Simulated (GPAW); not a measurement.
# How the plane-wave cutoff moves the magnetism of free-standing square Ti monolayer, spacing 2.74 A

Wanted: the cheapest choice of the plane-wave cutoff that holds the magnetic results of free-standing square Ti monolayer, spacing 2.74 A.

Main program and level: GPAW 26.7.0; revPBE; plane waves with GPAW's PAW setups, scalar-relativistic.

## Step 1: Set-up

The cell holds 1 atom: 1 Ti. Its edges and angles: a = 2.740 Å, b = 2.740 Å, c = 14.000 Å, α = 90.0°, β = 90.0°, γ = 90.0°. model lattice. Vacuum lies along c.

## Step 2: Rung 1 (250 eV), start ferro +

The ladder starts at a low cutoff and climbs, to see from where on the results stand still.

Input file order1.py:

```python
import json
import numpy as np
from ase import Atoms
from ase.parallel import paropen, parprint
from gpaw import GPAW

atoms = Atoms(['Ti'],
    cell=[[2.74, 0.0, 0.0],
         [0.0, 2.74, 0.0],
         [0.0, 0.0, 14.0]],
    scaled_positions=[[0.0, 0.0, 0.5]],
    pbc=True,
    magmoms=[1.0])
atoms.calc = GPAW(mode={'name': 'pw', 'ecut': 250},
    xc='revPBE',
    kpts={'size': (10, 10, 1), 'gamma': True},
    occupations={'name': 'fermi-dirac', 'width': 0.05},
    convergence={'density': 0.001, 'energy': 1e-05},
    maxiter=200,
    symmetry={'tolerance': 1e-4},
    txt='order1.txt')
e = atoms.get_potential_energy(force_consistent=True)
res = {'free_energy': e, 'energy_sigma0': atoms.get_potential_energy(), 'fermi_energy': atoms.calc.get_fermi_level()}
res['moments'] = atoms.get_magnetic_moments().tolist()
res['total'] = atoms.get_magnetic_moment()
parprint('site moments (muB):', np.round(res['moments'], 3))
parprint(f"total moment: {res['total']:.3f} muB")
parprint(f'free energy: {e:.6f} eV')
atoms.calc.write('order1.gpw')
with paropen('results.json', 'w') as f:
    json.dump(res, f)
```

Started as:

```sh
OMP_NUM_THREADS=1 python3 order1.py > order1.log
```

The program printed:

```text
gpaw.KohnShamConvergenceError

--- order1.txt ---
Input parameters:
  mode=PW(ecut=250),
  convergence={'density': 0.001, 'energy': 1e-05},
  kpts=MonkhorstPack(size=(10, 10, 1), gamma=True),
  maxiter=200,
  occupations=Occupations(name='fermi-dirac', width=0.05),
  symmetry=Symmetry(tolerance=0.0001),
  xc=XC(name='revPBE')

Diagonalizing LCAO Hamiltonian
Converting LCAO to pw mode
   .------.
  /|      |
 * |      |
 | |      |
 | |      |
 | |      |
 | |      |
 | |      |
[...]
Ti|      |
[...]
| |      |
 | |      |
 | |      |
 | |      |
 | .------.
 |/      /
 *------*

Atoms  # Å, Bohr magnetons
|   | symbol |        x |        y |        z |    initial magnetic moments |
|---|--------|----------|----------|----------|-----------------------------|
| 0 |     Ti | 0.000000 | 0.000000 | 7.000000 | ( 0.0000,  0.0000,  1.0000) |

Number of symmetries: 16

BZ-sampling:
  Number of BZ points: 100
  Number of IBZ points: 21

  Monkhorst-Pack size: [10, 10, 1]
  Monkhorst-Pack shift: [0.05, 0.05, 0.0]

Plane wave coefficients: 961
Cutoff: 250.0 eV

Spin-components: 2 (collinear spins)
Bands:           12
Projectors:      6
Spin-degeneracy: 1
Datatype:        complex128

Parallelization:
  kpt:    1
  domain: 1
  band:   1

Density:
  Valence electrons: 12.0
  Components: 2
  Grid points: [10 10 54]
  Charge: 0.0  # |e|

Potential:
  Grid points: [10 10 54]

[... setups left out ...]
Reference energy: -23227.461611  # eV

convergence criteria:
- Maximum integral of absolute [dens]ity change: 0.001 electrons / valence electron
- Maximum [total energy] change in last 3 cyles: 1e-05 eV / valence electron
- Maximum integral of absolute [eigenst]ate change: 4e-08 eV^2 / valence electron
maximum number of iterations: 200

SCF iterations
|iter     |      energy | eigst |  dens |  magmom |
|---------|-------------|-------|-------|---------|
|iter:   1|       0s |   -4.155311 | -0.33 |       |  +1.0043|
|iter:   2|       0s |   -4.076539 | -2.32 | -0.92 |  +1.0099|
|iter:   3|       0s |   -3.848215 | -1.40 | -0.96 |  +1.0903|
|iter:   4|       0s |   -3.868497 | -2.15 | -1.48 |  +1.1401|
|iter:   5|       1s |   -3.872461 | -2.90 | -1.63 |  +1.1731|
|iter:   6|       1s |   -3.886308 | -3.20 | -1.78 |  +1.2818|
[...]
[... 180 iterations left out ...]
[...]
|iter: 197|      47s |   -3.891843 | -3.55 | -2.27 |  +1.5998|
|iter: 198|      47s |   -3.889999 | -3.38 | -2.55 |  +1.3822|
|iter: 199|      47s |   -3.884266 | -3.54 | -2.34 |  +1.1944|
|iter: 200|      48s |   -3.890717 | -3.43 | -2.03 |  +1.4229|
```

Elapsed: 50 s, on 1 MPI rank of AMD EPYC 9R45, shared host; peak memory 0.14 GiB.

The run stopped without converging, so none of its numbers is a property of the system.

A smaller mixing step or another start is the usual next try.

## Step 3: Rung 1 (250 eV), start antiferro q=(1/2,1/2,0) +-

The second start gives the energy difference between the two end states, the quantity that is followed up the ladder. Its q is in fractions of the reciprocal vectors of the first run's cell.

Input file order2.py:

```python
import json
import numpy as np
from ase import Atoms
from ase.parallel import paropen, parprint
from gpaw import GPAW

atoms = Atoms(['Ti', 'Ti'],
    cell=[[5.48, 0.0, 0.0],
         [2.74, 2.74, 0.0],
         [0.0, 0.0, 14.0]],
    scaled_positions=[[0.0, 0.0, 0.5],
         [0.5, 0.0, 0.5]],
    pbc=True,
    magmoms=[1.0, -1.0])
atoms.calc = GPAW(mode={'name': 'pw', 'ecut': 250},
    xc='revPBE',
    kpts={'size': (5, 10, 1), 'gamma': True},
    occupations={'name': 'fermi-dirac', 'width': 0.05},
    convergence={'density': 0.001, 'energy': 1e-05},
    maxiter=200,
    symmetry={'tolerance': 1e-4},
    txt='order2.txt')
e = atoms.get_potential_energy(force_consistent=True)
res = {'free_energy': e, 'energy_sigma0': atoms.get_potential_energy(), 'fermi_energy': atoms.calc.get_fermi_level()}
res['moments'] = atoms.get_magnetic_moments().tolist()
res['total'] = atoms.get_magnetic_moment()
parprint('site moments (muB):', np.round(res['moments'], 3))
parprint(f"total moment: {res['total']:.3f} muB")
parprint(f'free energy: {e:.6f} eV')
atoms.calc.write('order2.gpw')
with paropen('results.json', 'w') as f:
    json.dump(res, f)
```

Started as:

```sh
OMP_NUM_THREADS=1 python3 order2.py > order2.log
```

The program printed:

```text
UserWarning: Initial realspace grid (20,15,54) inconsistent with symmetries.
UserWarning: Using symmetrized grid: (20,20,54).

site moments (muB): [ 0.179 -0.178]
total moment: 0.002 muB
free energy: -7.656973 eV

--- order2.txt ---
Input parameters:
  mode=PW(ecut=250),
  convergence={'density': 0.001, 'energy': 1e-05},
  kpts=MonkhorstPack(size=(5, 10, 1), gamma=True),
  maxiter=200,
  occupations=Occupations(name='fermi-dirac', width=0.05),
  symmetry=Symmetry(tolerance=0.0001),
  xc=XC(name='revPBE')

Diagonalizing LCAO Hamiltonian
Converting LCAO to pw mode

       Ti     Ti

Atoms  # Å, Bohr magnetons
|   | symbol |        x |        y |        z |    initial magnetic moments |
|---|--------|----------|----------|----------|-----------------------------|
| 0 |     Ti | 0.000000 | 0.000000 | 7.000000 | ( 0.0000,  0.0000,  1.0000) |
| 1 |     Ti | 2.740000 | 0.000000 | 7.000000 | ( 0.0000,  0.0000, -1.0000) |

Number of symmetries: 8

BZ-sampling:
  Number of BZ points: 50
  Number of IBZ points: 18

  Monkhorst-Pack size: [5, 10, 1]
  Monkhorst-Pack shift: [0.0, 0.05, 0.0]

Plane wave coefficients: 1901
Cutoff: 250.0 eV

Spin-components: 2 (collinear spins)
Bands:           19
Projectors:      12
Spin-degeneracy: 1
Datatype:        complex128

Parallelization:
  kpt:    1
  domain: 1
  band:   1

Density:
  Valence electrons: 24.0
  Components: 2
  Grid points: [20 20 54]
  Charge: 0.0  # |e|

Potential:
  Grid points: [20 20 54]

[... setups left out ...]
Reference energy: -46454.923221  # eV

convergence criteria:
- Maximum integral of absolute [dens]ity change: 0.001 electrons / valence electron
[...]
|iter:  29|      23s |   -7.626287c| -6.37 | -4.27c|  +0.0005|
|iter:  30|      23s |   -7.626266c| -6.41 | -4.45c|  +0.0008|
|iter:  31|      24s |   -7.626262c| -7.23 | -4.36c|  +0.0011|
|iter:  32|      25s |   -7.626260c| -7.61c| -4.63c|  +0.0016|

Converged in 32 steps
Energy contributions relative to reference atoms: (reference = -46454.923221)

Energy contributions:
  Kinetic:         -23.778529
  Coulomb:          21.135158
  Zero:              2.310393
  External:          0.000000
  Xc:               -7.262569
  Entropy:          -0.061425
  Spinorbit:         0.000000
  ----------------------------
  Free energy:      -7.656973
  Extrapolated:     -7.626260

dipole moment: (-34.940651, -17.470326, 0.000001)  # |e|*Ang

Total magnetic moment: (0.000000, 0.000000, 0.001585)

Local magnetic moments
|        x |        y |         z |
|----------|----------|-----------|
| 0.000000 | 0.000000 |  0.178906 |  # Ti   0
| 0.000000 | 0.000000 | -0.178192 |  # Ti   1

Fermi level: -1.670
Eigenvalues  # (at kpt = [0.000, 0.000, 0.000])
| band index |      eig [eV] | occ [0-1] |      eig [eV] | occ [0-1] |
|------------|---------------|-----------|---------------|-----------|
|          0 |       -58.852 |     1.000 |       -58.851 |     1.000 |
|        ... |               |           |               |           |
|          4 |       -35.111 |     1.000 |       -35.111 |     1.000 |
|          5 |       -35.032 |     1.000 |       -35.031 |     1.000 |
|          6 |       -34.572 |     1.000 |       -34.572 |     1.000 |
|          7 |       -34.572 |     1.000 |       -34.571 |     1.000 |
[...]
|         15 |         0.322 |     0.000 |         0.323 |     0.000 |
|         16 |         0.601 |     0.000 |         0.601 |     0.000 |
|         17 |         0.601 |     0.000 |         0.601 |     0.000 |
|         18 |         1.666 |     0.000 |         1.666 |     0.000 |

No gap
No difference between direct/indirect transitions
```

Elapsed: 27 s, on 1 MPI rank; peak memory 0.2 GiB.

Numbers from this step:

| Property | Result |
| --- | --- |
| magnetization | 0 μB |
| final state | antiferromagnetic |
| largest moment | 0.1789 μB |

After 32 cycles the largest moment stands at 0.179 μB.

## Step 4: Rung 2 (325 eV), start ferro +

order1.py is the script of step 2 with these lines changed:

```diff
@@ -13,3 +13,3 @@
     magmoms=[1.0])
-atoms.calc = GPAW(mode={'name': 'pw', 'ecut': 250},
+atoms.calc = GPAW(mode={'name': 'pw', 'ecut': 325},
     xc='revPBE',
```

Started as:

```sh
OMP_NUM_THREADS=1 python3 order1.py > order1.log
```

The program printed:

```text
site moments (muB): [1.172]
total moment: 2.087 muB
free energy: -4.097513 eV

--- order1.txt ---
Input parameters:
  mode=PW(ecut=325),
  convergence={'density': 0.001, 'energy': 1e-05},
  kpts=MonkhorstPack(size=(10, 10, 1), gamma=True),
  maxiter=200,
  occupations=Occupations(name='fermi-dirac', width=0.05),
  symmetry=Symmetry(tolerance=0.0001),
  xc=XC(name='revPBE')

Diagonalizing LCAO Hamiltonian
[...]
|          3 |       -35.222 |     1.000 |       -33.978 |     1.000 |
|          4 |        -6.126 |     1.000 |        -5.007 |     1.000 |
[...]
|          8 |        -0.182 |     0.000 |         1.377 |     0.000 |
|          9 |        -0.182 |     0.000 |         1.377 |     0.000 |
|         10 |         1.274 |     0.000 |         1.951 |     0.000 |
|         11 |         1.632 |     0.000 |         2.040 |     0.000 |

No gap
No difference between direct/indirect transitions


[key lines of the parts left out:]
Free energy:      -4.097513
Converged in 23 steps
dipole moment: (-8.696877, -8.696877, 0.000000)  # |e|*Ang
Fermi level: -1.707
```

Wall time 9 s (1 MPI rank); peak memory 0.16 GiB.

Numbers from this step:

```
magnetization  : 2.087 μB
final state    : ferromagnetic
largest moment : 1.172 μB
```

After 23 cycles the largest moment stands at 1.17 μB.

## Step 5: Rung 2 (325 eV), start antiferro q=(1/2,1/2,0) +-

order2.py is the script of step 3 with these lines changed:

```diff
@@ -14,3 +14,3 @@
     magmoms=[1.0, -1.0])
-atoms.calc = GPAW(mode={'name': 'pw', 'ecut': 250},
+atoms.calc = GPAW(mode={'name': 'pw', 'ecut': 325},
     xc='revPBE',
```

Started as:

```sh
OMP_NUM_THREADS=1 python3 order2.py > order2.log
```

The program printed:

```text
UserWarning: Initial realspace grid (24,18,60) inconsistent with symmetries.
UserWarning: Using symmetrized grid: (24,24,60).

site moments (muB): [ 0.194 -0.194]
total moment: 0.000 muB
free energy: -8.021494 eV

--- order2.txt ---
Input parameters:
  mode=PW(ecut=325),
  convergence={'density': 0.001, 'energy': 1e-05},
  kpts=MonkhorstPack(size=(5, 10, 1), gamma=True),
  maxiter=200,
[...]
|          6 |       -34.577 |     1.000 |       -34.577 |     1.000 |
|          7 |       -34.577 |     1.000 |       -34.577 |     1.000 |
[...]
|         15 |         0.311 |     0.000 |         0.311 |     0.000 |
|         16 |         0.595 |     0.000 |         0.595 |     0.000 |
|         17 |         0.595 |     0.000 |         0.595 |     0.000 |
|         18 |         1.653 |     0.000 |         1.654 |     0.000 |

No gap
No difference between direct/indirect transitions


[key lines of the parts left out:]
Free energy:      -8.021494
Converged in 26 steps
dipole moment: (-34.830247, -17.415121, 0.000001)  # |e|*Ang
Fermi level: -1.672
```

Wall time 41 s (1 MPI rank); peak memory 0.25 GiB.

Read from the output:

```yaml
magnetization: 0 μB
final_state: antiferromagnetic
largest_moment: 0.1940 μB
```

This start lies +86.8 meV a seeded atom from the first; its largest moment is 0.194 μB.

## Step 6: Rung 3 (400 eV), start ferro +

order1.py is the script of step 4 with these lines changed:

```diff
@@ -13,3 +13,3 @@
     magmoms=[1.0])
-atoms.calc = GPAW(mode={'name': 'pw', 'ecut': 325},
+atoms.calc = GPAW(mode={'name': 'pw', 'ecut': 400},
     xc='revPBE',
```

Started as:

```sh
OMP_NUM_THREADS=1 python3 order1.py > order1.log
```

The program printed:

```text
site moments (muB): [1.18]
total moment: 2.092 muB
free energy: -4.247825 eV

--- order1.txt ---
Input parameters:
  mode=PW(ecut=400),
  convergence={'density': 0.001, 'energy': 1e-05},
  kpts=MonkhorstPack(size=(10, 10, 1), gamma=True),
  maxiter=200,
  occupations=Occupations(name='fermi-dirac', width=0.05),
  symmetry=Symmetry(tolerance=0.0001),
  xc=XC(name='revPBE')

Diagonalizing LCAO Hamiltonian
[...]
|          3 |       -35.216 |     1.000 |       -33.966 |     1.000 |
|          4 |        -6.114 |     1.000 |        -4.994 |     1.000 |
[...]
|          8 |        -0.189 |     0.000 |         1.376 |     0.000 |
|          9 |        -0.189 |     0.000 |         1.376 |     0.000 |
|         10 |         1.267 |     0.000 |         1.947 |     0.000 |
|         11 |         1.638 |     0.000 |         2.067 |     0.000 |

No gap
No difference between direct/indirect transitions


[key lines of the parts left out:]
Free energy:      -4.247825
Converged in 66 steps
dipole moment: (-8.671400, -8.671400, 0.000000)  # |e|*Ang
Fermi level: -1.707
```

Wall time 30 s (1 MPI rank); peak memory 0.18 GiB.

This step gave:

| Item | Value |
| --- | --- |
| magnetization | 2.092 μB |
| final state | ferromagnetic |
| largest moment | 1.180 μB |

The largest moment moves by +0.01 μB from rung 2, at 3.3 times its CPU time.

## Step 7: Rung 3 (400 eV), start antiferro q=(1/2,1/2,0) +-

order2.py is the script of step 5 with these lines changed:

```diff
@@ -14,3 +14,3 @@
     magmoms=[1.0, -1.0])
-atoms.calc = GPAW(mode={'name': 'pw', 'ecut': 325},
+atoms.calc = GPAW(mode={'name': 'pw', 'ecut': 400},
     xc='revPBE',
```

Started as:

```sh
OMP_NUM_THREADS=1 python3 order2.py > order2.log
```

The program printed:

```text
UserWarning: Initial realspace grid (27,18,70) inconsistent with symmetries.
UserWarning: Using symmetrized grid: (27,27,70).

site moments (muB): [ 0.195 -0.195]
total moment: 0.000 muB
free energy: -8.319298 eV

--- order2.txt ---
Input parameters:
  mode=PW(ecut=400),
  convergence={'density': 0.001, 'energy': 1e-05},
  kpts=MonkhorstPack(size=(5, 10, 1), gamma=True),
  maxiter=200,
[...]
|          6 |       -34.567 |     1.000 |       -34.567 |     1.000 |
|          7 |       -34.567 |     1.000 |       -34.567 |     1.000 |
[...]
|         15 |         0.310 |     0.000 |         0.309 |     0.000 |
|         16 |         0.591 |     0.000 |         0.591 |     0.000 |
|         17 |         0.591 |     0.000 |         0.591 |     0.000 |
|         18 |         1.649 |     0.000 |         1.649 |     0.000 |

No gap
No difference between direct/indirect transitions


[key lines of the parts left out:]
Free energy:      -8.319298
Converged in 31 steps
dipole moment: (-34.728972, -17.364486, 0.000001)  # |e|*Ang
Fermi level: -1.671
```

The job ended after 78 s (1 MPI rank; peak memory 0.3 GiB).

Read from the output:

- magnetization: 0 μB
- final state: antiferromagnetic
- largest moment: 0.1954 μB

This start lies +88.2 meV a seeded atom from the first, a change of +1.4 meV since rung 2; its largest moment is 0.195 μB.

## Step 8: Rung 4 (500 eV), start ferro +

order1.py is the script of step 6 with these lines changed:

```diff
@@ -13,3 +13,3 @@
     magmoms=[1.0])
-atoms.calc = GPAW(mode={'name': 'pw', 'ecut': 400},
+atoms.calc = GPAW(mode={'name': 'pw', 'ecut': 500},
     xc='revPBE',
```

Started as:

```sh
OMP_NUM_THREADS=1 python3 order1.py > order1.log
```

The program printed:

```text
gpaw.KohnShamConvergenceError

--- order1.txt ---
Input parameters:
  mode=PW(ecut=500),
  convergence={'density': 0.001, 'energy': 1e-05},
  kpts=MonkhorstPack(size=(10, 10, 1), gamma=True),
  maxiter=200,
  occupations=Occupations(name='fermi-dirac', width=0.05),
  symmetry=Symmetry(tolerance=0.0001),
  xc=XC(name='revPBE')

Diagonalizing LCAO Hamiltonian
Converting LCAO to pw mode
   .------.
  /|      |
 * |      |
 | |      |
 | |      |
 | |      |
 | |      |
 | |      |
[...]
Ti|      |
[...]
| |      |
 | |      |
 | |      |
[...]
|iter:   2|       0s |   -4.449572 | -2.09 | -0.92 |  +1.0100|
|iter:   3|       1s |   -4.213275 | -1.25 | -0.96 |  +1.0953|
|iter:   4|       1s |   -4.236102 | -2.02 | -1.49 |  +1.1489|
|iter:   5|       2s |   -4.241609 | -2.77 | -1.63 |  +1.1853|
|iter:   6|       2s |   -4.255873 | -2.86 | -1.78 |  +1.2974|
[...]
[... 180 iterations left out ...]
[...]
|iter: 197|     106s |   -4.258432 | -3.16 | -2.50 |  +1.3482|
|iter: 198|     107s |   -4.261788 | -2.98 | -2.26 |  +1.6498|
|iter: 199|     107s |   -4.259808 | -3.28 | -2.40 |  +1.4296|
|iter: 200|     108s |   -4.261780 | -3.35 | -2.40 |  +1.6492|
```

Wall time 1.8 min (1 MPI rank); peak memory 0.2 GiB.

The run stopped without converging, so none of its numbers is a property of the system.

A smaller mixing step or another start is the usual next try.

## Step 9: Rung 4 (500 eV), start antiferro q=(1/2,1/2,0) +-

order2.py is the script of step 7 with these lines changed:

```diff
@@ -14,3 +14,3 @@
     magmoms=[1.0, -1.0])
-atoms.calc = GPAW(mode={'name': 'pw', 'ecut': 400},
+atoms.calc = GPAW(mode={'name': 'pw', 'ecut': 500},
     xc='revPBE',
```

Started as:

```sh
OMP_NUM_THREADS=1 python3 order2.py > order2.log
```

The program printed:

```text
UserWarning: Initial realspace grid (30,20,75) inconsistent with symmetries.
UserWarning: Using symmetrized grid: (30,30,75).

site moments (muB): [ 0.203 -0.203]
total moment: -0.000 muB
free energy: -8.391635 eV

--- order2.txt ---
Input parameters:
  mode=PW(ecut=500),
  convergence={'density': 0.001, 'energy': 1e-05},
  kpts=MonkhorstPack(size=(5, 10, 1), gamma=True),
  maxiter=200,
[...]
|          6 |       -34.551 |     1.000 |       -34.551 |     1.000 |
|          7 |       -34.551 |     1.000 |       -34.551 |     1.000 |
[...]
|         15 |         0.308 |     0.000 |         0.308 |     0.000 |
|         16 |         0.590 |     0.000 |         0.590 |     0.000 |
|         17 |         0.590 |     0.000 |         0.590 |     0.000 |
|         18 |         1.645 |     0.000 |         1.645 |     0.000 |

No gap
No difference between direct/indirect transitions


[key lines of the parts left out:]
Free energy:      -8.391635
Converged in 25 steps
dipole moment: (-34.703532, -17.351766, 0.000001)  # |e|*Ang
Fermi level: -1.670
```

Run time: 75 s. Hardware: 1 MPI rank; peak memory 0.37 GiB.

Numbers from this step:

| Item | Value |
| --- | --- |
| magnetization | 0 μB |
| final state | antiferromagnetic |
| largest moment | 0.2031 μB |

The largest moment moves by +0.01 μB from rung 3, at 0.96 times its CPU time.

## Step 10: Rung 5 (650 eV), start ferro +

order1.py is the script of step 8 with these lines changed:

```diff
@@ -13,3 +13,3 @@
     magmoms=[1.0])
-atoms.calc = GPAW(mode={'name': 'pw', 'ecut': 500},
+atoms.calc = GPAW(mode={'name': 'pw', 'ecut': 650},
     xc='revPBE',
```

Started as:

```sh
OMP_NUM_THREADS=1 python3 order1.py > order1.log
```

The program printed:

```text
site moments (muB): [1.184]
total moment: 2.095 muB
free energy: -4.317371 eV

--- order1.txt ---
Input parameters:
  mode=PW(ecut=650),
  convergence={'density': 0.001, 'energy': 1e-05},
  kpts=MonkhorstPack(size=(10, 10, 1), gamma=True),
  maxiter=200,
  occupations=Occupations(name='fermi-dirac', width=0.05),
  symmetry=Symmetry(tolerance=0.0001),
  xc=XC(name='revPBE')

Diagonalizing LCAO Hamiltonian
[...]
|          3 |       -35.208 |     1.000 |       -33.954 |     1.000 |
|          4 |        -6.110 |     1.000 |        -4.988 |     1.000 |
[...]
|          8 |        -0.193 |     0.000 |         1.376 |     0.000 |
|          9 |        -0.193 |     0.000 |         1.376 |     0.000 |
|         10 |         1.261 |     0.000 |         1.942 |     0.000 |
|         11 |         1.636 |     0.000 |         2.068 |     0.000 |

No gap
No difference between direct/indirect transitions


[key lines of the parts left out:]
Free energy:      -4.317371
Converged in 109 steps
dipole moment: (-8.667008, -8.667008, 0.000000)  # |e|*Ang
Fermi level: -1.707
```

Run time: 1.9 min. Hardware: 1 MPI rank; peak memory 0.25 GiB.

Read from the output:

```yaml
magnetization: 2.095 μB
final_state: ferromagnetic
largest_moment: 1.184 μB
```

The largest moment is that of rung 3, at 3.8 times its CPU time.

(Part 1 of 2 ends here.)

[Logs and program files are shortened in this print: banners, set-up blocks, solver, clock and traceback lines can be left out without a mark of their own.]

[Logs are printed without paths, hosts, clocks, repeated set-up lines and the standing remarks that a program may print on its own settings, such as how far it seeks lower states.]

[Hosts, paths, dates, database ids (printed as entryN), source tags and the programs' standing remarks are cut or masked in the printed files.]

[Where a cell is said to come from a database of computed structures, the database is the Materials Project.]
